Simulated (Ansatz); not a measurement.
## Relaxing graphene/h-AlN heterobilayer (68 atoms)

Wanted: the relaxed structure of graphene/h-AlN heterobilayer (68 atoms) and its electronic structure.

Method: Kohn-Sham DFT, PBE+D4, PAW (set soft_2), plane waves, in Ansatz 0.2.0.

This is a report of a sequence of runs, with most program output left out.

## Step 1: Set-up

The cell holds 68 atoms: 42 C, 13 Al and 13 N. Cell: a = 11.279 Å, b = 11.279 Å, c = 19.440 Å, α = 90.0°, β = 90.0°, γ = 120.0°. It derives from C and AlN. 21 cells of graphene (a = 2.46 Å, strained +0.05 %) and 13 cells of h-AlN (a = 3.13 Å, -0.05 %) on one hexagonal cell, twist 57.00 deg; facing planes 3.44 Å apart; 16 Å of vacuum; displaced by a Gaussian of 0.01 Å. Regions: layer 1, 42 atoms (42 C); layer 2, 26 atoms (13 Al and 13 N). Vacuum lies along c.

Coordinates:

```xyz
68
Lattice="11.2793 0.0000 0.0000 -5.6396 9.7682 0.0000 0.0000 0.0000 19.4400" Properties=species:S:1:pos:R:3
C     0.2861    1.3971    7.9784
C     1.3336    0.4600    7.9980
C    -0.5333    3.6991    7.9883
C     0.5461    2.7840    8.0075
C    -1.3539    6.0274    7.9881
C    -0.2644    5.1071    8.0163
C    -2.1536    8.3676    7.9990
C    -1.0680    7.4401    8.0188
C     2.6897    0.9209    8.0075
C     3.7450    0.0013    7.9828
C     1.8839    3.2615    8.0048
C     2.9648    2.3325    8.0139
C     1.0604    5.5820    8.0040
C     2.1508    4.6358    8.0106
C     0.2737    7.9062    7.9883
C     1.3443    6.9468    8.0254
C     5.0938    0.4694    7.9914
C     0.5454    9.2872    8.0025
C     4.3001    2.7931    8.0021
C     5.3838    1.8537    8.0089
C     3.5042    5.1276    7.9970
C     4.5563    4.1812    7.9996
C     2.6876    7.4279    8.0075
C     3.7666    6.5104    7.9955
C     7.5400    0.0027    8.0062
C     2.9553    8.8372    7.9891
C     6.7158    2.3236    8.0056
C     7.8064    1.3773    7.9718
C     5.9231    4.6465    7.9762
C     6.9828    3.7230    7.9964
C     5.1025    6.9821    7.9966
C     6.1913    6.0624    7.9998
C     4.2731    9.2916    8.0011
C     5.3569    8.3702    8.0110
C     9.1256    1.8599    7.9922
C    10.2089    0.9254    7.9964
C     8.3280    4.1974    8.0103
C     9.3944    3.2508    7.9821
C    -3.7615    6.5274    7.9828
C    -2.6855    5.5795    7.9900
C    -4.5535    8.8272    7.9821
C    -3.4961    7.9105    7.9924
Al   -0.7917    3.6107   11.4408
N     0.4914    2.3580   11.4329
Al   -1.6786    6.6157   11.4457
N    -0.3671    5.3756   11.4367
Al   -2.5393    9.6463   11.4395
N    -1.2299    8.3690   11.4196
Al    2.2414    2.8643   11.4414
N     3.5669    1.6299   11.4340
Al    1.3633    5.8756   11.4437
N     2.6533    4.6174   11.4414
Al    0.5011    8.8796   11.4554
N     1.7930    7.6148   11.4492
Al    5.2749    2.1241   11.4237
N     6.5729    0.8465   11.4329
Al    4.4060    5.1219   11.4397
N     5.6916    3.8652   11.4465
Al    3.5268    8.1465   11.4342
N     4.8406    6.8782   11.4140
Al    8.2952    1.3552   11.4441
N     9.6133    0.1234   11.4395
Al    7.4472    4.3806   11.4416
N     8.7423    3.1167   11.4360
Al    6.5829    7.3503   11.4264
N    -3.4082    6.1141   11.4404
Al    0.0540    0.6221   11.4342
N    -4.2562    9.1239   11.4424
```

## Step 2: Single point at the start

A single point comes first, to see the forces before anything moves.

The input, input.yaml:

```yaml
crystal:
  lattice:
    - [11.2793, 0.0, 0.0]
    - [-5.63965, 9.76816, 0.0]
    - [0.0, 0.0, 19.44]
  atoms:
    - { symbol: C, position: [0.09688, 0.14303, 0.41041] }
    - { symbol: C, position: [0.14178, 0.04709, 0.41142] }
    - { symbol: C, position: [0.14206, 0.37869, 0.41092] }
    - { symbol: C, position: [0.19092, 0.28501, 0.41191] }
    [... 58 atom lines left out ...]
    - { symbol: Al, position: [0.88448, 0.44846, 0.58856] }
    - { symbol: "N", position: [0.93461, 0.31907, 0.58827] }
    - { symbol: Al, position: [0.95987, 0.75248, 0.58778] }
    - { symbol: "N", position: [0.0108, 0.62592, 0.5885] }
    - { symbol: Al, position: [0.03663, 0.06369, 0.58818] }
    - { symbol: "N", position: [0.08968, 0.93405, 0.5886] }
kpoints:
  mp_grid: { grid: [2, 2, 1] }
hamiltonian:
  xc: pbe
  dispersion: d4
scf:
  occupations: { method: fermi_dirac, width: 0.05 }
output:
  forces: true
  populations: intrinsic
  dos:
    method: { smearing: { sigma: 0.1 } }
    de: 0.1
    projected:
      site_lists:
        Al: [Al]
        C: [C]
        "N": ["N"]
        layer_1: [0, 1, 2, 3, 4, 5, 6, 7, 8, 9, 10, 11, 12, 13, 14, 15, 16, 17, 18, 19, 20, 21, 22, 23, 24, 25, 26, 27, 28, 29, 30, 31, 32, 33, 34, 35, 36, 37, 38, 39, 40, 41]
        layer_2: [42, 43, 44, 45, 46, 47, 48, 49, 50, 51, 52, 53, 54, 55, 56, 57, 58, 59, 60, 61, 62, 63, 64, 65, 66, 67]
  eigenvalues: true
```

Command:

```
ansatz run input.yaml --threads 4 --pin off --max-ram 8192MiB --backend cpu --events-out ev --progress --plain --runs-dir out
```

The job ended after 2.7 min (4 threads of Arm Neoverse N1, shared host; peak memory 6.5 GiB; 11 min of CPU time).

The program notes that it cut back its work space to fit the memory limit.

Read from the output:

```
free energy                             : -22550.7932 eV
free energy per atom                    : -331.6293 eV/atom
SCF cycles                              : 11
r.m.s. force component                  : 0.4791 eV/Å
longest force                           : 1.603 eV/Å
Fermi energy                            : -0.8786 eV
levels partly filled by over 2 per cent : 4
```

The r.m.s. force component of 0.48 eV/Å sets the starting point.

Length of the force by element:

```csv
element,coordination,atoms,mean length of the force (eV/Å),spread,least,most
Al,all,13,0.485,0.194,0.174,0.791
C,all,42,0.892,0.408,0.234,1.60
N,all,13,0.431,0.190,0.0952,0.796
```

## Step 3: Relaxation

The atoms are relaxed in the fixed cell, aiming at the force tolerance of the input.

input.yaml, the sections that differ from step 2:

```yaml
output:
  forces: true
relax:
  f_tol: 0.03
  max_steps: 99
# crystal, kpoints, hamiltonian, scf: as in step 2
```

Wall time 4 min (4 threads); peak memory 6.4 GiB; 16 min of CPU time.

Relaxation path:

```csv
step,energy less that of the first step (eV),largest force component (eV/Å)
1,0.0000,1.4331
2,-0.2879,0.7355
3,-0.3711,0.0844
4,-0.3793,0.0118
```

The atoms that moved most (Å):

```csv
atom,dx,dy,dz,length
C28,-0.017,0.015,0.073,0.076
C17,0.009,-0.008,0.067,0.068
C34,0.015,-0.001,-0.052,0.054
C20,-0.012,0.004,0.052,0.053
C18,-0.007,0.012,0.049,0.051
C10,0.015,-0.005,0.047,0.050
C27,0.000,-0.001,0.046,0.046
C25,-0.019,-0.006,0.036,0.041
```

The relaxation changed the energy by -5.58 meV/atom, and atoms moved by 0.028 Å r.m.s., 0.076 Å at most.

## Step 4: Distances and neighbours after relaxation

Bonds before and after, by the cutoffs listed below:

```csv
pair,bonds before,bonds after,mean before (Å),mean after (Å),spread before (Å),spread after (Å)
C-C,63,63,1.421,1.421,0.014,0.000
Al-N,39,39,1.806,1.806,0.014,0.001
```

Normalised to the volume that the atoms fill. Pair distribution functions g(r), in bins of 0.2 Å:

```csv
r (Å),total,C-C,C-Al,C-N,Al-Al,Al-N,N-N
1.40,3.23,8.45,0.00,0.00,0.00,0.00,0.00
1.60,0.00,0.00,0.00,0.00,0.00,0.00,0.00
1.80,1.22,0.00,0.00,0.00,0.00,16.65,0.00
2.00,0.00,0.00,0.00,0.00,0.00,0.00,0.00
2.20,0.00,0.00,0.00,0.00,0.00,0.00,0.00
2.40,2.14,5.60,0.00,0.00,0.00,0.00,0.00
2.60,0.00,0.00,0.00,0.00,0.00,0.00,0.00
2.80,0.82,2.15,0.00,0.00,0.00,0.00,0.00
3.00,0.00,0.00,0.00,0.00,0.00,0.00,0.00
3.20,0.83,0.00,0.00,0.00,11.35,0.00,11.35
3.40,0.10,0.00,0.26,0.18,0.00,0.00,0.00
3.60,0.69,0.00,0.71,0.88,0.00,4.22,0.00
3.80,1.26,2.41,0.73,0.70,0.00,0.00,0.00
4.00,0.33,0.00,0.71,0.69,0.00,0.00,0.00
4.20,1.00,1.88,0.60,0.57,0.00,0.00,0.00
4.40,0.32,0.00,0.71,0.66,0.00,0.00,0.00
4.60,0.25,0.00,0.54,0.52,0.00,0.00,0.00
4.80,0.67,0.00,0.63,0.69,0.00,4.87,0.00
5.00,0.76,1.42,0.49,0.44,0.00,0.00,0.00
5.20,0.77,1.31,0.55,0.60,0.00,0.00,0.00
5.40,0.50,0.00,0.47,0.49,3.77,0.00,3.77
5.60,0.46,0.54,0.53,0.53,0.00,0.00,0.00
5.80,0.21,0.00,0.45,0.46,0.00,0.00,0.00
6.00,0.21,0.00,0.45,0.44,0.00,0.00,0.00
6.20,0.77,0.90,0.49,0.44,2.82,0.00,2.82
6.40,0.17,0.00,0.35,0.39,0.00,0.00,0.00
6.60,1.04,1.61,0.52,0.49,0.00,2.60,0.00
6.80,0.17,0.00,0.36,0.34,0.00,0.00,0.00
```

Bonds by pair of elements; cutoffs follow the first minimum of g(r), held within bounds set by covalent radii, and pairs that aren't listed don't count as bonded:

```csv
pair A-B,cutoff (Å),bonds,mean length (Å),spread (Å),shortest (Å),B about A,A about B
C-C,1.82,63,1.42,0,1.42,3,3
Al-N,2.25,39,1.81,0.001,1.80,3,3
```

How many atoms have how many bonded neighbours:

```csv
element,mean,3
Al,3,13
C,3,42
N,3,13
```

Bond angles (no mean is given where the spread exceeds 20°):

```csv
angle,count,mean (°),spread (°)
C-C-C,126,120,0
N-Al-N,39,120,0
Al-N-Al,39,120,0
```

By these cutoffs all Al atoms have 3, all C atoms have 3 and all N atoms have 3 bonded neighbours.

## Step 5: Single point at the relaxed geometry

The electronic structure is read at the final geometry, in a run of its own.

The input, input.yaml:

```yaml
crystal:
  lattice:
    - [11.2793, 0.0, 0.0]
    - [-5.63965, 9.76816, 0.0]
    - [0.0, 0.0, 19.44]
  atoms:
    - { symbol: C, position: [0.09521, 0.14256, 0.41036] }
    - { symbol: C, position: [0.14278, 0.04726, 0.41048] }
    - { symbol: C, position: [0.1428, 0.38061, 0.41046] }
    - { symbol: C, position: [0.19041, 0.28536, 0.41038] }
    [... 58 atom lines left out ...]
    - { symbol: Al, position: [0.88331, 0.44714, 0.58818] }
    - { symbol: "N", position: [0.93467, 0.31905, 0.58845] }
    - { symbol: Al, position: [0.96036, 0.75494, 0.58807] }
    - { symbol: "N", position: [0.0116, 0.6267, 0.58804] }
    - { symbol: Al, position: [0.03731, 0.0627, 0.58823] }
    - { symbol: "N", position: [0.08861, 0.93444, 0.58802] }
kpoints:
  mp_grid: { grid: [2, 2, 1] }
hamiltonian:
  xc: pbe
  dispersion: d4
scf:
  occupations: { method: fermi_dirac, width: 0.05 }
output:
  forces: true
  populations: true
  dos:
    method: { smearing: { sigma: 0.15 } }
    de: 0.1
    projected:
      site_lists:
        Al: [Al]
        C: [C]
        "N": ["N"]
        layer_1: [0, 1, 2, 3, 4, 5, 6, 7, 8, 9, 10, 11, 12, 13, 14, 15, 16, 17, 18, 19, 20, 21, 22, 23, 24, 25, 26, 27, 28, 29, 30, 31, 32, 33, 34, 35, 36, 37, 38, 39, 40, 41]
        layer_2: [42, 43, 44, 45, 46, 47, 48, 49, 50, 51, 52, 53, 54, 55, 56, 57, 58, 59, 60, 61, 62, 63, 64, 65, 66, 67]
  eigenvalues: true
  write_density: true
  write_potential: true
  volumetric_format: npy
```

It took 2.8 min on 4 threads; peak memory 6.5 GiB.

The program notes that the exchange-correlation potential is rough where the density is thin.

The run gave:

```yaml
free_energy: -22551.1724 eV
free_energy_per_atom: -331.6349 eV/atom
scf_cycles: 11
r_m_s_force_component: 0.00415 eV/Å
longest_force: 0.01284 eV/Å
fermi_energy: -0.9069 eV
levels_partly_filled_by_over_2_per_cent: 4
spilling_of_the_projection: 0.009553
```

Löwdin charges by element (they lack the spilled electrons, 0.038 e an atom on average):

```csv
element,coordination,atoms,mean charge (e),spread,least,most
Al,all,13,1.15,9.0e-4,1.15,1.16
C,all,42,0.0413,0.0036,0.0341,0.0489
N,all,13,-1.09,5.0e-4,-1.09,-1.09
```

By region:

```csv
region,atoms,mean length of the force (eV/Å)
layer 1,42,0.007
layer 2,26,0.006
```

Density of states as counts of states in windows of 1 eV (from the Fermi level), total and the larger projections:

```csv
from (eV),to (eV),total,layer 1,C p,layer 2,N p,Al p,N s
-14,-13,21.3,2.7,1.7,18.5,0.1,4.4,12.5
-13,-12,12.3,8.9,5.8,3.3,0.0,0.9,2.4
-12,-11,7.9,7.8,5.3,0.0,0.0,0.0,0.0
-11,-10,6.1,6.0,4.6,0.0,0.0,0.0,0.0
-10,-9,9.7,9.6,8.1,0.0,0.0,0.0,0.0
-9,-8,6.0,6.0,5.1,0.0,0.0,0.0,0.0
-8,-7,14.7,14.4,13.4,0.1,0.0,0.0,0.0
-7,-6,20.3,20.0,19.2,0.1,0.0,0.1,0.0
-6,-5,22.4,12.7,12.3,9.5,6.4,1.1,0.2
-5,-4,21.2,11.8,11.5,9.4,6.6,0.9,0.3
-4,-3,21.9,12.9,12.9,8.9,6.6,1.2,0.3
-3,-2,34.7,8.5,8.4,26.0,20.3,4.9,0.2
-2,-1,23.6,4.7,4.7,18.5,16.2,2.3,0.0
-1,0,6.3,1.5,1.5,4.7,4.5,0.2,0.0
0,1,0.7,0.7,0.7,0.0,0.0,0.0,0.0
1,2,10.3,9.9,9.9,0.1,0.0,0.1,0.0
2,3,6.2,3.1,3.1,2.1,0.2,0.5,0.6
3,4,13.0,7.8,7.7,2.7,0.4,1.0,0.6
4,5,25.3,1.7,1.6,13.8,1.7,10.0,0.9
```

Between -20 and -14 eV lie 44 more states.

The levels nearest the highest filled one (over half full), pooled over k-points and spins:

```csv
level less the highest filled one (eV),occupation
-0.794,2
-0.794,2
-0.794,2
-0.794,2
-8.0e-4,1.02
0,1.01
0.0022,0.989
0.0031,0.98
1.45,0
1.45,0
1.45,0
1.46,0
```

Planar average of the electrostatic potential energy along the normal, with the Fermi level as zero, after a running mean with a triangular window 4 Å wide at its base:

```csv
height (Å),potential energy (eV)
0.0,4.44
0.6,4.42
1.2,4.41
1.6,4.40
2.2,4.39
2.7,4.37
3.3,4.36
3.9,4.34
4.5,4.32
4.9,4.27
5.5,3.93
6.0,2.15
6.6,-1.39
7.2,-5.29
7.8,-8.32
8.2,-8.39
8.8,-5.64
9.4,-2.69
9.9,-1.09
10.5,-1.67
11.1,-3.26
11.5,-3.58
12.1,-2.23
12.7,0.14
13.2,2.45
13.8,3.93
14.4,4.43
14.8,4.51
15.4,4.53
16.0,4.52
16.6,4.51
17.1,4.49
17.7,4.48
18.1,4.47
18.7,4.46
19.3,4.44
```

Electrostatic potential energy in the ca plane at fractional y = 0.381, with atoms of C and Al and N within 0.2 Å of it. With pseudopotentials it is smooth inside the atoms' cores, unlike the true potential.

Ten even steps from '0' (-25 eV) to '9' (4 eV), each cell a mean:
```
99999999998510589999962489999999999999999999
99999999998400389999863589999999999999999999
99999999998622589998743468999999999999999999
99999999998400279998632257999999999999999999
99999999998200069998754468999999999999999999
99999999998511489999964689999999999999999999
99999999999866789999810069999999999999999999
99999999999877899999700059999999999999999999
99999999998632689999974599999999999999999999
99999999998400389999998999999999999999999999
99999999998632689999999999999999999999999999
99999999999877899999999999999999999999999999
99999999999888899999988899999999999999999999
99999999999876899999865689999999999999999999
99999999998511589999754578999999999999999999
99999999998400489999866678999999999999999999
99999999999755789999988899999999999999999999
99999999999877899999999999999999999999999999
99999999999765789999887789999999999999999999
99999999998300379998633357999999999999999999
99999999997100079987336426899999999999999999
99999999998511489987335426899999999999999999
99999999998611589998643468999999999999999999
99999999998500389999976789999999999999999999
```
Columns run along c (16.0 Å, from fractional 0.18 to 1.00 of the cell; values clipped at the 3rd and 97th percentile), rows up along a (11.3 Å). Atoms in or near the plane, at fractional coordinates: C at (0.41, 0.14), C at (0.41, 0.81), Al at (0.59, 0.11), N at (0.59, 0.70).

Valence density in the ca plane at fractional y = 0.381, with atoms of C and Al and N within 0.2 Å of it. It is the smooth field of the valence electrons, not physical close to the nuclei.

Ten steps, logarithmic in the rise over the least value, from '0' (0.0 e/Å³) to '9' (3.2 e/Å³), each cell a mean:
```
00000000000001357886421246787531000000000000
00000000000001257886421246776531000000000000
00000000000001257886421234555421000000000000
00000000000001357886421123333321000000000000
00000000000001357887421134454321000000000000
00000000000001246876421235776531000000000000
00000000000000235664311247998631000000000000
00000000000000134554311257998631000000000000
00000000000001246775321236776531000000000000
00000000000001357886421123444321000000000000
00000000000001246776421112332210000000000000
00000000000000134554211123333210000000000000
00000000000000123433211134555321000000000000
00000000000000235654311235666421000000000000
00000000000001357886421235665421000000000000
00000000000001357886421123444321000000000000
00000000000001245665311112333210000000000000
00000000000000234554211112333210000000000000
00000000000001245665311123343210000000000000
00000000000001357886421123333321000000000000
00000000000001357887421122222221000000000000
00000000000001357886421123222221000000000000
00000000000001257876421234554321000000000000
00000000000001357886421235676421000000000000
```
Columns run along c (16.0 Å, from fractional 0.09 to 0.91 of the cell), rows up along a (11.3 Å). Atoms in or near the plane, at fractional coordinates: C at (0.41, 0.14), C at (0.41, 0.81), Al at (0.59, 0.11), N at (0.59, 0.70).

Mean Löwdin charges: Al +1.15, C +0.04, N -1.09 e (they miss 0.96 % of the electrons, so they add up to more than the cell's charge). Within 0.4 eV of the Fermi level the largest share is C p (99 % of the projected weight). The potential slopes across the vacuum by 0.025 eV/Å: the slab bears a dipole, and with periodic images along the normal there is no flat vacuum level to read.

A closer look about C14, picked at random: 10 atoms, nearest first, numbered in the order of the input, with positions taken from that point.

```csv
atom,x,y,z,distance (Å),bonds,Löwdin charge (e)
C14,0.00,0.00,0.00,0.00,3,0.05
C21,1.34,0.47,0.00,1.42,3,0.04
C11,-0.27,-1.40,0.01,1.42,3,0.04
C13,-1.07,0.93,0.00,1.42,3,0.04
C16,-0.81,2.33,0.02,2.46,3,0.04
C22,2.42,-0.46,0.03,2.46,3,0.04
C24,1.61,1.86,-0.01,2.46,3,0.04
C12,0.81,-2.33,0.03,2.46,3,0.04
C6,-2.42,0.46,0.00,2.46,3,0.05
C4,-1.61,-1.86,0.00,2.46,3,0.05
```

The column of bonds counts only the pairs C-C within 1.82 Å, Al-N within 2.25 Å; other neighbours, such as metal atoms beside each other in a compound, aren't counted, and periodic images can show an atom twice.

## Step 6: What came out

| Item | Value |
| --- | --- |
| energy change in the relaxation | -5.577 meV/atom |
| r.m.s. displacement | 0.028 Å |
| largest displacement | 0.076 Å |
| free energy per atom | -331.6349 eV/atom |
| r.m.s. force component | 0.00415 eV/Å |
| wall time of the 3 DFT runs | 9.5 min |

What this shows: Relaxation lowers the energy by 5.58 meV/atom and moves atoms by 0.028 Å r.m.s.; the r.m.s. force component goes from 0.48 to 0.0042 eV/Å. By the final cutoffs no bond was broken or made. First to last step the energy falls by 0.379 eV; the largest move, 0.08 Å, is that of C28. The Al-N bonds go from 1.806 Å (spread 0.014) to 1.806 Å (spread 0.001). With the cutoffs above, all Al atoms have 3, all C atoms have 3 and all N atoms have 3 bonded neighbours. No gap is quoted, since levels at the Fermi energy are partly filled.

What to keep in mind: The slab bears a dipole and has periodic images along its normal, so a spurious field crosses the vacuum.

[Logs are printed without paths, hosts, clocks, repeated set-up lines and the standing remarks that a program may print on its own settings, such as how far it seeks lower states.]

[Hosts, paths, dates, database ids (printed as entryN), source tags and the programs' standing remarks are cut or masked in the printed files.]
